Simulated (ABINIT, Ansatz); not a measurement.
# Li3SeBr (Pm-3m): modes at Γ and the response to a field

Which modes does Li3SeBr (Pm-3m) have at the zone centre?

Method: DFT PBEsol, scalar-relativistic, plane waves, PseudoDojo norm-conserving pseudopotentials, in ABINIT 10.8.3.

This is a report of a sequence of runs, with most program output left out.

The structure was built from a prototype and need not be the compound's stable phase.

### 1. Set-up

The structure is cubic, space group Pm-3m (No. 221). The conventional cell has a = 4.786 Å, b = 4.786 Å, c = 4.786 Å, α = 90.00°, β = 90.00°, γ = 90.00°. Nearest to Br lie 12 Li at 3.38 Å. Se has 6 Li at 2.39 Å nearest. Li has 2 Se at 2.39 Å nearest. Farther neighbours and most contacts between anions are not listed.

### 2. Relaxing the cell and atoms

The harmonic expansion needs vanishing forces, and a free crystal bears no stress, so cell and atoms are brought to rest. Stress is more sensitive to the basis than forces are: the last 3 Ha under the cutoff are smoothed with ecutsm, and the cutoff is raised above that of the later runs.

The starting cell comes from a relaxation made beforehand in Ansatz (PBEsol, PseudoDojo NC).

relax.abi

```
# relaxation
ionmov 2
optcell 2
dilatmx 1.08
ntime 40
tolmxf 1.0d-05
tolvrs 1.0d-14
prtwf 0
prtden 0
chksymtnons 0

# basis, mesh and filling
ecut 48.0
ecutsm 3.0
ngkpt 4 4 4
nshiftk 1
shiftk 0.0 0.0 0.0
istwfk *1
occopt 1
nband 16
nstep 100
diemac 9.0
prtebands 0
prtgsr 0
useylm 1

# cell and atoms
acell 3*1.0 Angstrom
rprim 
    4.785921256 0.0 0.0
    0.0 4.785921256 0.0
    0.0 0.0 4.785921256
ntypat 3
znucl 35 34 3
natom 5
typat 1 2 3 3 3
xred 
    0.0 0.0 0.0
    0.5 0.5 0.5
    0.5 0.5 0.0
    0.5 0.0 0.5
    0.0 0.5 0.5
pp_dirpath "./pseudo"
pseudos "Br.upf, Se.upf, Li.upf"
```

Command:

```
$ OMP_NUM_THREADS=1 mpirun -n 4 abinit relax.abi > relax.log
```

Wall time 67 s (4 MPI ranks of Arm Neoverse V2, shared host).

Little changed from the start: no atom moved by 0.005 Å and no cell edge by 0.1 %.

Read from the output:

```yaml
volume_per_atom: 21.92 Å³
pressure: 1.01e-6 GPa
```

### 3. Self-consistent run for the response

The response is built on these wavefunctions, so the potential is converged far more tightly than an energy would need. The mesh is shifted off Γ, since shifted meshes converge sums over the zone faster.

gs.abi

```
# ground state
tolvrs 1.0d-16
prtden 1
prtwf 1

# basis, mesh and filling
ecut 39.0
ngkpt 4 4 4
nshiftk 1
shiftk 0.5 0.5 0.5
istwfk *1
occopt 1
nband 16
nstep 100
diemac 9.0
prtebands 0
prtgsr 0
useylm 1

# cell and atoms
acell 3*1.0 Angstrom
rprim 
    4.785610321 0.0 0.0
    0.0 4.785610321 0.0
    0.0 0.0 4.785610321
ntypat 3
znucl 35 34 3
natom 5
typat 1 2 3 3 3
xred 
    0.0 0.0 0.0
    0.5 0.5 0.5
    0.5 0.5 0.0
    0.5 0.0 0.5
    0.0 0.5 0.5
pp_dirpath "./pseudo"
pseudos "Br.upf, Se.upf, Li.upf"
```

Command:

```
$ OMP_NUM_THREADS=1 mpirun -n 4 abinit gs.abi > gs.log
```

The job ended after 10 s (4 MPI ranks).

Numbers from this step:

```
pressure : -0.1311 GPa
```

The cell stands at -0.13 GPa: the relaxation ran with a smoothed and higher cutoff and on another k mesh.

### 4. The gap at rest

Empty bands on the ground state's density check that the gap assumed so far is there in this cell.

gap.abi

```
# empty bands on the ground state's density
iscf -2
getden_filepath "gso_DEN"
tolwfr 1.0d-12
nbdbuf 2
prtwf 0

# basis, mesh and filling
ecut 39.0
ngkpt 4 4 4
nshiftk 1
shiftk 0.0 0.0 0.0
istwfk *1
occopt 1
nband 20
nstep 100
diemac 9.0
prtebands 0
prtgsr 0
useylm 1

# cell and atoms
acell 3*1.0 Angstrom
rprim 
    4.785610321 0.0 0.0
    0.0 4.785610321 0.0
    0.0 0.0 4.785610321
ntypat 3
znucl 35 34 3
natom 5
typat 1 2 3 3 3
xred 
    0.0 0.0 0.0
    0.5 0.5 0.5
    0.5 0.5 0.0
    0.5 0.0 0.5
    0.0 0.5 0.5
pp_dirpath "./pseudo"
pseudos "Br.upf, Se.upf, Li.upf"
```

Command:

```
$ OMP_NUM_THREADS=1 mpirun -n 4 abinit gap.abi > gap.log
```

Run time: 14 s. Hardware: 4 MPI ranks; 57 s of CPU time.

Read from the output:

```yaml
gap_on_the_k_mesh: 3.272 eV
```

In this cell the gap on the mesh is 3.3 eV, indirect (smallest direct 3.5 eV), so fixed occupations hold.

### 5. Linear response at Γ

The derivative of the wavefunctions by k comes first, since the response to a field is built on it; then the field and the displacements that symmetry doesn't supply are solved at q = 0.

It reads the wavefunctions written in step 3.

dfpt_gamma.abi

```
ndtset 2

# common to the responses
getwfk_filepath "gso_WFK"
kptopt 2
nqpt 1
qpt 0.0 0.0 0.0
asr 0
chneut 0

# d/dk
rfelfd1 2
rfdir1 1 1 1
iscf1 -3
tolwfr1 1.0d-20

# displacements, field
rfphon2 1
rfatpol2 1 5
rfdir2 1 1 1
rfelfd2 3
getddk2 1
tolvrs2 1.0d-10
prtwf2 0

# basis, mesh and filling
ecut 39.0
ngkpt 4 4 4
nshiftk 1
shiftk 0.5 0.5 0.5
istwfk *1
occopt 1
nband 16
nstep 100
diemac 9.0
prtebands 0
prtgsr 0
useylm 1

# cell and atoms
acell 3*1.0 Angstrom
rprim 
    4.785610321 0.0 0.0
    0.0 4.785610321 0.0
    0.0 0.0 4.785610321
ntypat 3
znucl 35 34 3
natom 5
typat 1 2 3 3 3
xred 
    0.0 0.0 0.0
    0.5 0.5 0.5
    0.5 0.5 0.0
    0.5 0.0 0.5
    0.0 0.5 0.5
pp_dirpath "./pseudo"
pseudos "Br.upf, Se.upf, Li.upf"
```

Command:

```
$ OMP_NUM_THREADS=1 mpirun -n 4 abinit dfpt_gamma.abi > dfpt_gamma.log
```

It took 3 min on 4 MPI ranks; 12 min of CPU time.

Read from the output:

| Property | Result |
| --- | --- |
| miss of the charge sum rule | 0.005214 e |
| largest acoustic frequency at the zone centre before the sum rule | 3.41 cm⁻¹ |
| highest optical zone-centre mode (no LO-TO term) | 525.1 cm⁻¹ |
| lowest optical zone-centre mode | -136.6 cm⁻¹ |
| mean high-frequency dielectric constant | 3.711 |
| largest Born charge in size (third of the trace) | 1.682 e |

Born charge (rows field, columns displacement), before the sum rule (e), principal values of the symmetric part by kind of site:

```
atom  atoms with these values    low  middle   high   mean
 Br1                        1  -1.56   -1.56  -1.56  -1.56
 Se2                        1  -1.68   -1.68  -1.68  -1.68
 Li3                        3   1.00    1.00   1.25   1.08
```

In full for Se2:

```
-1.68  0.00  0.00
 0.00 -1.68  0.00
 0.00  0.00 -1.68
```

High-frequency dielectric tensor:

```
3.71 0.00 0.00
0.00 3.71 0.00
0.00 0.00 3.71
```

The acoustic modes at Γ come out as far as 3.4 cm⁻¹ from zero, where they should vanish, a small numerical error; the Born charges miss their sum rule by 0.0052 e, which is good. The lowest optical mode is imaginary, 137i cm⁻¹, an instability at this level and on this k mesh.

### 6. Zone-centre analysis

anaddb reads the merged derivatives and imposes the acoustic sum rule.

anaddb.abi

```
ddb_filepath "gamma_DDB"
output_file "anaddb.abo"
outdata_prefix "anaddb"
asr 1
chneut 1
enunit 2
eivec 1
nph1l 1
qph1l 0.0 0.0 0.0 1.0
dieflag 1
nph2l 3
qph2l 
    1.0 0.0 0.0 0.0
    0.0 0.0 1.0 0.0
    1.0 1.0 1.0 0.0
```

mrgddb.in

```
gamma_DDB
merged
2
dfpt_gammao_DS2_DDB
gso_DDB
```

Command:

```
$ mrgddb < mrgddb.in > mrgddb.log
$ OMP_NUM_THREADS=1 anaddb anaddb.abi > anaddb.log
```

Run time: 0.54 s. Hardware: 1 thread.

The program refused the input: “The lowest mode appears to be a "true" negative mode, and not an acoustic mode”.

With an imaginary mode the lattice part of the dielectric tensor has no meaning; dieflag 2 would ask for the electronic part alone. The modes stand as the response run printed them.

### 7. A second program

The same cell, potentials and cutoff go through another code, on another k mesh. Its k mesh is centred on Γ.

This step: DFT PBEsol, scalar-relativistic, plane waves, PseudoDojo norm-conserving pseudopotentials (Ansatz 0.2.0).

input.yaml

```yaml
crystal:
  lattice:
    - [4.7856103213, 0.0, 0.0]
    - [0.0, 4.7856103213, 0.0]
    - [0.0, 0.0, 4.7856103213]
  atoms:
    - { symbol: Br, position: [0.0, 0.0, 0.0] }
    - { symbol: Se, position: [0.5, 0.5, 0.5] }
    - { symbol: Li, position: [0.5, 0.5, 0.0] }
    - { symbol: Li, position: [0.5, 0.0, 0.5] }
    - { symbol: Li, position: [0.0, 0.5, 0.5] }
kpoints:
  mp_grid: { grid: [4, 4, 4] }
hamiltonian:
  xc: pbesol
  pseudopotentials: { kind: nc, accuracy: standard }
scf:
  occupations: { method: fixed }
output:
  eigenvalues: true
basis:
  ecutwfc: 1061.244
phonons:
  method: dfpt
  dielectric: true
  rigid_motions: translations
```

Command:

```
$ ansatz run input.yaml --threads 4 --pin off --max-ram 8192MiB --backend cpu --events-out ev --progress --plain --runs-dir out
```

Wall time 45 s (4 threads); peak memory 1.4 GiB; 2.9 min of CPU time.

Numbers from this step:

| Property | Result |
| --- | --- |
| sum-rule residual before enforcement | 2.95e-4 eV/Å² |
| miss of the charge sum rule | 0.004783 e |
| estimated error of the dielectric tensor | 0.01056 |
| estimated error of the Born charges | 0.01849 e |
| highest optical zone-centre mode (no LO-TO term) | 525.0 cm⁻¹ |
| lowest optical zone-centre mode | -136.7 cm⁻¹ |
| mean high-frequency dielectric constant | 3.717 |
| largest Born charge in size (third of the trace) | 1.684 e |
| highest mode moved by the LO-TO term | 554.8 cm⁻¹ |

Transverse modes; imaginary modes left out. Infrared lines, with heights relative to the strongest:

```
position (cm⁻¹)  label  IR intensity ((D/Å)²/amu), degenerate modes summed, relative
             94    T1u                                                           4.9
            525    T1u                                                           100
```

The log warns that the force constants on this k mesh are to be taken as unconverged.

### 8. Side by side: ABINIT PseudoDojo and Ansatz, PseudoDojo

Numbers from this step:

```
root-mean-square difference : 0.14 cm⁻¹
largest difference          : 0.15 cm⁻¹
```

The 12 of 12 modes that differ most. Frequencies side by side:

```
q (reciprocal lattice)  mode  ABINIT PseudoDojo (cm⁻¹)  Ansatz, PseudoDojo (cm⁻¹)
                 0 0 0     1                    -136.6                     -136.7
                 0 0 0     2                    -136.6                     -136.7
                 0 0 0     3                    -136.6                     -136.7
                 0 0 0     4                    -132.7                     -132.9
                 0 0 0     5                    -132.7                     -132.9
                 0 0 0     6                    -132.7                     -132.9
                 0 0 0    10                     94.59                      94.44
                 0 0 0    11                     94.59                      94.44
                 0 0 0    12                     94.59                      94.44
                 0 0 0    13                     525.1                        525
                 0 0 0    14                     525.1                        525
                 0 0 0    15                     525.1                        525
```

The two runs side by side. Further quantities:

```
                                                                               quantity  ABINIT PseudoDojo  Ansatz, PseudoDojo
                                                                                mean ε∞              3.711               3.717
largest Born charge in size (e; the first before, the second after the charge sum rule)              1.682               1.684
```

At the zone centre the largest difference (acoustic modes at Γ apart) is 0.03 % of the highest mode.

### 9. Summary of results

| Item | Value |
| --- | --- |
| space group after relaxation | Pm-3m |
| volume per atom | 21.9 Å³ |
| highest optical zone-centre mode (no LO-TO term) | 525.1 cm⁻¹ |
| lowest optical zone-centre mode | -136.6 cm⁻¹ |
| mean high-frequency dielectric constant | 3.71 |
| largest Born charge in size (third of the trace) | 1.68 e |
| largest difference from Ansatz, PseudoDojo | 0.15 cm⁻¹ |

At the PBEsol level the optical modes of Li3SeBr (Pm-3m) at the zone centre (no LO-TO term) run from 137i to 525 cm⁻¹, so the structure is a saddle point, with 6 modes beyond 10i cm⁻¹ there. ABINIT PseudoDojo and Ansatz, PseudoDojo agree to 0.15 cm⁻¹ (0.03 % of the highest mode compared) on all solved modes but the acoustic ones at Γ, without the LO-TO term. These are harmonic frequencies at zero temperature: anharmonic shifts and linewidths and thermal expansion are left out. Ansatz warns that the cutoff lies 9 % under the one recommended for these files; agreement at one cutoff is not convergence. Ansatz's log warns that force constants on this k mesh are to be taken as unconverged. The structure is a hypothetical one, built on a prototype.

[Host names and launcher messages were left out of these logs when they were recorded.]

[Logs are printed without paths, hosts, clocks, repeated set-up lines and the standing remarks that a program may print on its own settings, such as how far it seeks lower states.]

[Hosts, paths, dates, database ids (printed as entryN), source tags and the programs' standing remarks are cut or masked in the printed files.]
